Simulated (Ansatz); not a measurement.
# Ba2C (model cell, started as cuprite): following an unstable mode, part 2 of 3

Wanted: the energy along a soft mode of Ba2C (model cell, started as cuprite) and the structure at the end.

Ansatz 0.2.0; DFT PBEsol, scalar-relativistic, plane waves, PAW.

So far, highest frequency on the path or at a solved wavevector (cm⁻¹): step 2 (response at finite wavevector) 233. Also lowest frequency on the path (cm⁻¹): step 2 -132.

The structure was built from a prototype and need not be the compound's stable phase.

### 6. Relaxing from the distorted cell

Starting from the lowest point found, all atoms and the cell are let go, so that strain and other modes of the same symmetry can join in.

File input.yaml:

```yaml
crystal:
  lattice:
    - [6.1820686643, 0.0, 0.0]
    - [0.0, 6.1820686643, 0.0]
    - [0.0, 0.0, 12.3641373286]
  atoms:
    - { symbol: C, position: [0.0366016915, -0.0366016915, 0.0] }
    - { symbol: C, position: [-0.0366016915, 0.0366016915, 0.5] }
    - { symbol: C, position: [0.5366016915, 0.4633983085, 0.25] }
    - { symbol: C, position: [0.4633983085, 0.5366016915, 0.75] }
    - { symbol: Ba, position: [0.2434100684, 0.2565899316, 0.125] }
    - { symbol: Ba, position: [0.2565899316, 0.2434100684, 0.625] }
    - { symbol: Ba, position: [0.7434100684, 0.7565899316, 0.125] }
    - { symbol: Ba, position: [0.7565899316, 0.7434100684, 0.625] }
    - { symbol: Ba, position: [0.75, 0.25, 0.375] }
    - { symbol: Ba, position: [0.75, 0.25, 0.875] }
    - { symbol: Ba, position: [0.25, 0.75, 0.375] }
    - { symbol: Ba, position: [0.25, 0.75, 0.875] }
kpoints:
  mp_grid: { grid: [6, 6, 4] }
hamiltonian:
  xc: pbesol
scf:
  occupations: { method: methfessel_paxton, width: 0.2 }
output:
  forces: true
  stress: true
  eigenvalues: true
relax:
  adjacent_minimum: "off"
  f_tol: 0.002
  max_steps: 120
  cell: { stress_tol: 0.03 }
```

Started as:

```sh
> ansatz run input.yaml --threads 8 --pin off --max-ram 14336MiB --backend cpu --events-out ev --progress --plain --runs-dir out
```

Numbers of over 12 decimals in the logs are rounded to 6 here.

Log:

```text
[...]
Crystal: 12 atoms, lattice volume = 472.532 Å³
Basis set: ecut = 420 eV, 9261 PW (Γ), exchange–correlation on 90×90×180 points (8 copies of the dense FFT grid, shifted against one another)
Bands: 60, of which v1, the nominal top of the filled ones, is band 48 counted from 1 (47 counted from 0)
Symmetry: 8 space group operations
[...]
k-points: 39 of 144
[...]
SCF iter   1: F=—  HF=-47876.066084 eV  |F-HF|=—  |Δ(HF+E_count)|=         —  Δρ=6.45e-3  dr2=2.97e-1  ethr=1.77e-3  ⟨swp⟩=11.4  Hψ=13417  notcnv=0
[...]
SCF iter   8: F=-47876.014076 eV  HF=-47876.014076 eV  |F-HF|=1.47e-9  |Δ(HF+E_count)|=   3.17e-8  S|Δr|=    0.00e0  Δρ=1.01e-6  dr2=1.03e-8  ethr=1.04e-10  ⟨swp⟩=11.4  Hψ=11552  notcnv=0
SCF 1 converged in 8 iterations: F = -47876.014076 eV  dr2 = 1.03e-8
[...]
relax step   1: F+E_penalty+E_count = -47876.01407561 eV  Δ(F+E_penalty+E_count) = +0.000e0 eV  max|allowed force component| = 1.824e-1 eV/Å  Δτ_max = 0.0000 Å  P = -0.382 GPa  Ω = 472.532 Å³  (8 SCF iters, dr2 threshold 1.00e-7 eV, accepted)
Crystal: 12 atoms, lattice volume = 462.194 Å³
Basis set: ecut = 420 eV, 9017 PW (Γ), exchange–correlation on 90×90×180 points (8 copies of the dense FFT grid, shifted against one another)
[...]
SCF iter   6: F=-47876.269038 eV  HF=-47876.269038 eV  |F-HF|=6.63e-9  |Δ(HF+E_count)|=   2.89e-6  S|Δr|=    0.00e0  Δρ=7.93e-6  dr2=5.90e-7  ethr=1.25e-9  ⟨swp⟩=11.1  Hψ=13941  notcnv=0
the search or the solves at the SCF's close seem to have found levels that the self-consistency loop had missed (the run counts 1). By its estimate they hold under 1e-12 electrons; where the run keeps them, the occupations were computed again with them
SCF 2 converged in 6 iterations: F = -47876.269038 eV  dr2 = 5.90e-7
relax step   2: F+E_penalty+E_count = -47876.26903808 eV  Δ(F+E_penalty+E_count) = -2.550e-1 eV  max|allowed force component| = 1.789e-1 eV/Å  Δτ_max = 0.1948 Å  P = -0.357 GPa  Ω = 462.194 Å³  energy of the carried Pulay correction = +2.669e-3 eV  (6 SCF iters, dr2 threshold 1.20e-6 eV, accepted)
Crystal: 12 atoms, lattice volume = 450.803 Å³
Basis set: ecut = 420 eV, 8761 PW (Γ), exchange–correlation on 90×90×180 points (8 copies of the dense FFT grid, shifted against one another)
[...]
SCF iter   6: F=-47876.559025 eV  HF=-47876.559025 eV  |F-HF|=3.07e-8  |Δ(HF+E_count)|=   3.27e-6  S|Δr|=    0.00e0  Δρ=9.31e-6  dr2=8.18e-7  ethr=1.25e-9  ⟨swp⟩=9.8  Hψ=16017  notcnv=0
SCF 3 converged in 6 iterations: F = -47876.559025 eV  dr2 = 8.18e-7
relax step   3: F+E_penalty+E_count = -47876.55902485 eV  Δ(F+E_penalty+E_count) = -2.900e-1 eV  max|allowed force component| = 3.596e-1 eV/Å  Δτ_max = 0.1954 Å  P = -0.421 GPa  Ω = 450.803 Å³  energy of the carried Pulay correction = +5.679e-3 eV  (6 SCF iters, dr2 threshold 1.20e-6 eV, accepted)
[... from here on, the SCF cycles and remarks between the steps are left out ...]
relax step   4: F+E_penalty+E_count = -47876.86830538 eV  Δ(F+E_penalty+E_count) = -3.093e-1 eV  max|allowed force component| = 5.426e-1 eV/Å  Δτ_max = 0.1958 Å  P = -0.505 GPa  Ω = 438.196 Å³  energy of the carried Pulay correction = +9.099e-3 eV  (7 SCF iters, dr2 threshold 1.20e-6 eV, accepted)
relax step   5: F+E_penalty+E_count = -47877.38673254 eV  Δ(F+E_penalty+E_count) = -5.184e-1 eV  max|allowed force component| = 4.392e-1 eV/Å  Δτ_max = 0.1960 Å  P = -0.511 GPa  Ω = 420.402 Å³  energy of the carried Pulay correction = +1.409e-2 eV  (7 SCF iters, dr2 threshold 1.20e-6 eV, accepted)
relax step   6: F+E_penalty+E_count = -47877.93149897 eV  Δ(F+E_penalty+E_count) = -5.448e-1 eV  max|allowed force component| = 1.647e-1 eV/Å  Δτ_max = 0.1960 Å  P = -0.306 GPa  Ω = 399.244 Å³  energy of the carried Pulay correction = +2.029e-2 eV  (7 SCF iters, dr2 threshold 1.20e-6 eV, accepted)
relax step   7: F+E_penalty+E_count = -47878.19157368 eV  Δ(F+E_penalty+E_count) = -2.601e-1 eV  max|allowed force component| = 1.955e-1 eV/Å  Δτ_max = 0.1949 Å  P = +0.209 GPa  Ω = 381.386 Å³  energy of the carried Pulay correction = +2.577e-2 eV  (7 SCF iters, dr2 threshold 1.20e-6 eV, accepted)
relax step   8: F+E_penalty+E_count = -47878.36479536 eV  Δ(F+E_penalty+E_count) = -1.732e-1 eV  max|allowed force component| = 1.083e-1 eV/Å  Δτ_max = 0.1931 Å  P = -0.057 GPa  Ω = 378.856 Å³  energy of the carried Pulay correction = +2.656e-2 eV  (8 SCF iters, dr2 threshold 1.20e-6 eV, accepted)
relax step   9: F+E_penalty+E_count = -47878.46684043 eV  Δ(F+E_penalty+E_count) = -1.020e-1 eV  max|allowed force component| = 1.119e-1 eV/Å  Δτ_max = 0.1905 Å  P = +0.505 GPa  Ω = 370.891 Å³  energy of the carried Pulay correction = +2.909e-2 eV  (7 SCF iters, dr2 threshold 1.20e-6 eV, accepted)
relax step  10: F+E_penalty+E_count = -47878.56111718 eV  Δ(F+E_penalty+E_count) = -9.428e-2 eV  max|allowed force component| = 7.767e-2 eV/Å  Δτ_max = 0.2000 Å  P = +0.036 GPa  Ω = 375.845 Å³  energy of the carried Pulay correction = +2.751e-2 eV  (8 SCF iters, dr2 threshold 1.20e-6 eV, accepted)
relax step  11: F+E_penalty+E_count = -47878.60897763 eV  Δ(F+E_penalty+E_count) = -4.786e-2 eV  max|allowed force component| = 6.110e-2 eV/Å  Δτ_max = 0.1938 Å  P = +0.113 GPa  Ω = 373.486 Å³  energy of the carried Pulay correction = +2.826e-2 eV  (7 SCF iters, dr2 threshold 3.77e-7 eV, accepted)
relax step  12: F+E_penalty+E_count = -47878.62528230 eV  Δ(F+E_penalty+E_count) = -1.630e-2 eV  max|allowed force component| = 8.451e-3 eV/Å  Δτ_max = 0.1920 Å  P = -0.004 GPa  Ω = 375.053 Å³  energy of the carried Pulay correction = +2.776e-2 eV  (7 SCF iters, dr2 threshold 2.33e-7 eV, accepted)
relax step  13: F+E_penalty+E_count = -47878.62570811 eV  Δ(F+E_penalty+E_count) = -4.258e-4 eV  max|allowed force component| = 1.684e-3 eV/Å  Δτ_max = 0.0096 Å  P = +0.007 GPa  Ω = 374.812 Å³  energy of the carried Pulay correction = +2.784e-2 eV  (6 SCF iters, dr2 threshold 1.05e-8 eV, accepted)
relax step  14: F+E_penalty+E_count = -47878.63407353 eV  Δ(F+E_penalty+E_count) = -8.365e-3 eV  max|allowed force component| = 1.646e-3 eV/Å  Δτ_max = 0.0000 Å  P = +0.025 GPa  Ω = 374.812 Å³  stress off target by 1.52e-1 GPa  SCF on the basis re-selected at this cell (its energy is not comparable with the rows above)  (6 SCF iters)
relax step  15: F+E_penalty+E_count = -47878.63462798 eV  Δ(F+E_penalty+E_count) = -5.545e-4 eV  max|allowed force component| = 7.315e-3 eV/Å  Δτ_max = 0.0020 Å  P = -0.011 GPa  Ω = 375.165 Å³  energy of the carried Pulay correction = -1.138e-4 eV  (5 SCF iters, dr2 threshold 5.77e-8 eV, accepted)
relax step  16: F+E_penalty+E_count = -47878.63472060 eV  Δ(F+E_penalty+E_count) = -9.262e-5 eV  max|allowed force component| = 1.564e-4 eV/Å  Δτ_max = 0.0011 Å  P = +0.003 GPa  Ω = 375.024 Å³  energy of the carried Pulay correction = -6.723e-5 eV  (6 SCF iters, dr2 threshold 3.56e-9 eV, accepted)
[...]
SCF iter   4: F=-47878.634787 eV  HF=-47878.634787 eV  |F-HF|=7.28e-12  |Δ(HF+E_count)|=  1.09e-10  S|Δr|=    0.00e0  Δρ=5.13e-8  dr2=1.17e-11  ethr=1.00e-12  ⟨swp⟩=4.5  Hψ=8389  notcnv=0
SCF 17 converged in 4 iterations: F = -47878.634787 eV  dr2 = 1.17e-11
relax step  17: F+E_penalty+E_count = -47878.63478737 eV  Δ(F+E_penalty+E_count) = -6.677e-5 eV  max|allowed force component| = 1.756e-4 eV/Å  Δτ_max = 0.0000 Å  P = +0.003 GPa  Ω = 375.024 Å³  stress off target by 4.21e-3 GPa  SCF on the basis re-selected at this cell (its energy is not comparable with the rows above)  (4 SCF iters)
[...]
SCF converged after 4 iterations
[...]
Free energy (F): -47878.634787 eV
[...]
Internal energy: -47878.644534 eV  (E = F + TS)
E sigma→0 (E₀):  -47878.637224 eV
Entropy (-TS):   0.009746 eV (0.812 meV/atom)
Fermi energy:    8.587883 eV
[...]
--- Forces (eV/Å), atoms counted from 1 ---
  atom   1  C     -0.00008446     0.00008446     0.00017560
  atom   2  C      0.00008446    -0.00008446     0.00017560
  atom   3  C     -0.00008446     0.00008446    -0.00017560
  atom   4  C      0.00008446    -0.00008446    -0.00017560
  atom   5  Ba    -0.00007742     0.00007742    -0.00000000
  atom   6  Ba     0.00007742    -0.00007742     0.00000000
  atom   7  Ba    -0.00007742     0.00007742     0.00000000
  atom   8  Ba     0.00007742    -0.00007742    -0.00000000
  atom   9  Ba     0.00000000     0.00000000     0.00000000
  atom  10  Ba     0.00000000    -0.00000000     0.00000000
  atom  11  Ba     0.00000000    -0.00000000     0.00000000
  atom  12  Ba     0.00000000     0.00000000     0.00000000
  max |Σ_I F_I| component: 2.60e-18 eV/Å
--- Stress (GPa, compression-positive) ---
        0.002929      -0.001278       0.000000
       -0.001278       0.002929      -0.000000
        0.000000      -0.000000       0.002804
  P = ⅓ Tr σ = 0.0029 GPa (0.029 kbar)
--- Band table (eV; the first three rows and the last of 39) ---
  k-point 0: bands = [... 44 lower, 7.8308, 7.9786, 7.9869, 8.0691, 8.5469, 8.8599, 9.1037, 9.1488, ... 8 higher]
  k-point 1: bands = [... 44 lower, 7.7103, 7.7853, 7.9387, 8.4066, 8.4353, 8.9414, 9.0174, 9.1958, ... 8 higher]
  k-point 2: bands = [... 44 lower, 7.8434, 7.8434, 8.0817, 8.0817, 8.7799, 8.7799, 9.1120, 9.1120, ... 8 higher]
  k-point 38: bands = [... 44 lower, 8.2414, 8.2414, 8.4345, 8.4345, 9.0749, 9.0749, 9.0944, 9.0944, ... 8 higher]
--- Relaxed structure (15 steps of the walk, 15 accepted, 2 SCFs on fresh bases) ---
  F+E_penalty+E_count = -47878.63478737 eV   max|allowed force component| = 1.756e-4 eV/Å   (the final SCF, on the basis selected at the relaxed cell)
  cell:  # Å, volume = 375.0244 Å³
    - [5.196833, 0.148194, 0.0]
    - [0.148194, 5.196833, 0.0]
    - [0.0, 0.0, 13.897454]
  atoms:
    - { symbol: C, position: [3.7285732972839677e-5, -3.7285732972826334e-5, 0.025742] }
    - { symbol: C, position: [-3.7285732972835326e-5, 3.728573297283968e-5, 0.525742] }
    - { symbol: C, position: [0.500037, 0.499963, 0.224258] }
    - { symbol: C, position: [0.499963, 0.500037, 0.724258] }
    - { symbol: Ba, position: [7.112079504872741e-5, 0.499929, 0.125000] }
    - { symbol: Ba, position: [0.499929, 7.112079504873262e-5, 0.625000] }
    - { symbol: Ba, position: [0.500071, 0.999929, 0.125000] }
    - { symbol: Ba, position: [0.999929, 0.500071, 0.625000] }
    - { symbol: Ba, position: [0.750000, 0.25, 0.375000] }
    - { symbol: Ba, position: [0.750000, 0.25, 0.875000] }
    - { symbol: Ba, position: [0.25, 0.750000, 0.375000] }
    - { symbol: Ba, position: [0.25, 0.750000, 0.875000] }
```

The job ended after 2.5 min (8 threads of Arm Neoverse V2, shared host; peak memory 2.2 GiB).

Relaxation path:

```csv
step,energy less that of the first step (eV),largest force component (eV/Å),pressure (GPa),volume (Å³)
1,0.0000,0.1824,-0.38,472.53
2,-0.2550,0.1789,-0.36,462.19
3,-0.5449,0.3596,-0.42,450.80
4,-0.8542,0.5426,-0.50,438.20
5,-1.3727,0.4392,-0.51,420.40
6,-1.9174,0.1647,-0.31,399.24
7,-2.1775,0.1955,0.21,381.39
8,-2.3507,0.1083,-0.06,378.86
9,-2.4528,0.1119,0.51,370.89
10,-2.5470,0.0777,0.04,375.85
11,-2.5949,0.0611,0.11,373.49
12,-2.6112,0.0085,0.00,375.05
13,-2.6116,0.0017,0.01,374.81
14*,-2.6200,0.0016,0.02,374.81
15,-2.6206,0.0073,-0.01,375.17
16,-2.6206,0.0002,0.00,375.02
17*,-2.6207,0.0002,0.00,375.02
```

Relaxation steps marked * repeat the geometry before them on a plane-wave basis chosen anew for their cell, so energy and pressure can jump there.

The run keeps the 8 symmetry operations that it works with, so distortions that break them were not tested.

```csv
cell as run,before,after,change
a (Å),6.182,5.199,-15.9 %
b (Å),6.182,5.199,-15.9 %
c (Å),12.364,13.897,+12.4 %
γ (°),90.00,86.73,-3.6 %
volume (Å³/atom),39.38,31.25,-20.6 %
```

The atoms that moved most (Å, as changes of fractional coordinates times the final cell):

```csv
atom,dx,dy,dz,length
Ba6,1.229,-1.229,0.000,1.737
Ba7,-1.229,1.229,0.000,1.737
Ba5,-1.229,1.229,0.000,1.737
Ba8,1.229,-1.229,0.000,1.737
C2,0.185,-0.185,0.358,0.443
C1,-0.185,0.185,0.358,0.443
C3,-0.185,0.185,-0.358,0.443
C4,0.185,-0.185,-0.358,0.443
```

The relaxed structure:

```xyz
12
Lattice="5.1968 0.1482 0.0000 0.1482 5.1968 0.0000 0.0000 0.0000 13.8975" Properties=species:S:1:pos:R:3 pbc="T T T"
C     0.0002   -0.0002    0.3578
C    -0.0002    0.0002    7.3065
C     2.6727    2.6723    3.1166
C     2.6723    2.6727   10.0653
Ba    0.0745    2.5981    1.7372
Ba    2.5981    0.0745    8.6859
Ba    2.7470    5.2706    1.7372
Ba    5.2706    2.7470    8.6859
Ba    3.9347    1.4104    5.2115
Ba    3.9347    1.4104   12.1603
Ba    1.4104    3.9347    5.2115
Ba    1.4104    3.9347   12.1603
```

Numbers from this step:

```yaml
pressure: 0.002888 GPa
volume_per_atom: 31.25 Å³
```

The distorted start has space group Cmce; the relaxation ends in Cmme.

### 7. The new phase in its own primitive cell

The relaxed structure is symmetrised, reduced to its primitive cell and relaxed tightly, as its phonons need.

System of this step: Ba2C (model cell, started as cuprite). Symmetry: Cmme, No. 67, orthorhombic system. The conventional cell has a = 7.140 Å, b = 7.559 Å, c = 6.949 Å, α = 90.00°, β = 90.00°, γ = 90.00°. Nearest to C lie 6 Ba at 2.75 to 2.94 Å. Ba has 4 C at 2.94 Å nearest. Nearest to Ba lie 2 C at 2.75 Å. Farther neighbours are not listed.

File input.yaml:

```yaml
crystal:
  lattice:
    - [3.5699269691, -3.7795048103, 0.0]
    - [3.5699269691, 3.7795048103, 0.0]
    - [0.0, 0.0, 6.9487270204]
  atoms:
    - { symbol: C, position: [0.75, 0.25, 0.8014846417] }
    - { symbol: C, position: [0.25, 0.75, 0.1985153583] }
    - { symbol: Ba, position: [0.25, 0.25, 0.0] }
    - { symbol: Ba, position: [0.75, 0.75, 0.0] }
    - { symbol: Ba, position: [0.5, 0.0, 0.5] }
    - { symbol: Ba, position: [0.0, 0.5, 0.5] }
kpoints:
  mp_grid: { grid: [8, 8, 6] }
hamiltonian:
  xc: pbesol
scf:
  occupations: { method: methfessel_paxton, width: 0.2 }
output:
  forces: true
  stress: true
  eigenvalues: true
relax:
  adjacent_minimum: "off"
  f_tol: 0.001
  max_steps: 60
  cell: { stress_tol: 0.01 }
```

Log:

```text
[...]
Crystal: 6 atoms, lattice volume = 187.512 Å³
Basis set: ecut = 420 eV, 3681 PW (Γ), exchange–correlation on 72×72×96 points (8 copies of the dense FFT grid, shifted against one another)
Bands: 30, of which v1, the nominal top of the filled ones, is band 24 counted from 1 (23 counted from 0)
Symmetry: 8 space group operations
[...]
k-points: 84 of 384
[...]
cell:  # Å, volume = 187.5457 Å³
    - [3.569538, -3.775465, 0.0]
    - [3.569538, 3.775465, 0.0]
    - [0.0, 0.0, 6.958163]
  atoms:
    - { symbol: C, position: [0.75, 0.25, 0.801455] }
    - { symbol: C, position: [0.25, 0.75, 0.198545] }
    - { symbol: Ba, position: [0.25, 0.25, 0.0] }
    - { symbol: Ba, position: [0.750000, 0.750000, 0.0] }
    - { symbol: Ba, position: [0.5, 0.0, 0.500000] }
    - { symbol: Ba, position: [0.0, 0.5, 0.500000] }
[key lines of the parts left out:]
SCF converged after 5 iterations
Free energy (F): -23939.320617 eV
Fermi energy:    8.584059 eV
P = ⅓ Tr σ = 0.0004 GPa (0.004 kbar)
```

Wall time 14 s (8 threads); peak memory 0.88 GiB; 1.7 min of CPU time.

Relaxation path:

```csv
step,energy less that of the first step (eV),largest force component (eV/Å),pressure (GPa),volume (Å³)
1,0.0000,0.0061,0.01,187.51
2,0.0000,0.0043,-0.01,187.59
3,0.0000,0.0004,0.00,187.55
4*,-0.0001,0.0004,0.00,187.55
```

Relaxation steps marked * repeat the geometry before them on a plane-wave basis chosen anew for their cell, so energy and pressure can jump there.

The run keeps the 8 symmetry operations that it works with, so distortions that break them were not tested.

```csv
"conventional cell, symmetrised",before,after,change
a (Å),7.140,7.139,-0.0 %
b (Å),7.559,7.551,-0.1 %
c (Å),6.949,6.958,+0.1 %
volume (Å³/atom),31.25,31.26,+0.0 %
```

This step gave:

| Property | Result |
| --- | --- |
| pressure | 4.15e-4 GPa |
| volume per atom | 31.26 Å³ |

The largest force component left is 0.41 meV/Å and the pressure is 0.000 GPa, within the tolerances set. The cell now holds 31.26 Å³/atom.

(Part 2 of 3 ends here.)

[Logs are printed without paths, hosts, clocks, repeated set-up lines and the standing remarks that a program may print on its own settings, such as how far it seeks lower states.]

[Hosts, paths, dates, database ids (printed as entryN), source tags and the programs' standing remarks are cut or masked in the printed files.]
